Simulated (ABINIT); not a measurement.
An input for ABINIT 10.8.3 (CsGeCl3 (R3m)):

```
acell 3*1.0 Angstrom
rprim 
  3.846816390705 2.220960478697 3.178300533600
  -3.846816390705 2.220960478697 3.178300533600
  -0.000000000000 -4.441920957394 3.178300533600
ntypat 3
znucl 55 32 17
natom 5
typat 1 2 3 3 3
xred 
  0.998403350000 0.998403350000 0.998403350000
  0.515533150000 0.515533150000 0.515533150000
  0.496712670000 0.496712670000 0.948638170000
  0.496712670000 0.948638170000 0.496712670000
  0.948638170000 0.496712670000 0.496712670000
pp_dirpath "pseudos"
pseudos "Cs.upf, Ge.upf, Cl.upf"
ecut 56
ngkpt 2 2 2
nshiftk 1
shiftk 0 0 0
kptopt 1
chksymbreak 0
istwfk *1
occopt 1
irdwfk 1
optdriver 3
nband 252
ecuteps 5.6
inclvkb 2
awtr 1
symchi 1
gwcalctyp 1
nfreqre 0
nfreqim 16
indata_prefix "in"
outdata_prefix "out"
tmpdata_prefix "tmp"
```

```sh
OMP_NUM_THREADS=1 mpirun -n 4 abinit run.abi > log
```

Estimate wall time and host memory on 4 MPI ranks of Intel Xeon Platinum 8375C at 2.90GHz (Ice Lake), shared host.

It took 8.1 min; on shared hardware allow 4.1 min to 16 min. Peak host memory was 4 GiB.

[Paths, hosts, dates, memory and timing lines, banners, echoed tables and standing remarks are left out of the program output.]

[Logs are printed without paths, hosts, clocks, repeated set-up lines and the standing remarks that a program may print on its own settings, such as how far it seeks lower states.]

[Runs of the session that timed out or met a known fault of the program may be left out.]

[Hosts, paths, dates, database ids (printed as entryN), source tags and the programs' standing remarks are cut or masked in the printed files.]

[G0W0 gaps are taken among the corrected bands and points alone; a level outside them can change the order at an edge.]

[Where Ansatz stands beside ABINIT at settings called matched, ABINIT's density can come from a denser mesh and the files from another edition; pairs whose starting gaps differed by over 0.03 eV were left out, so agreement reads better than it is.]
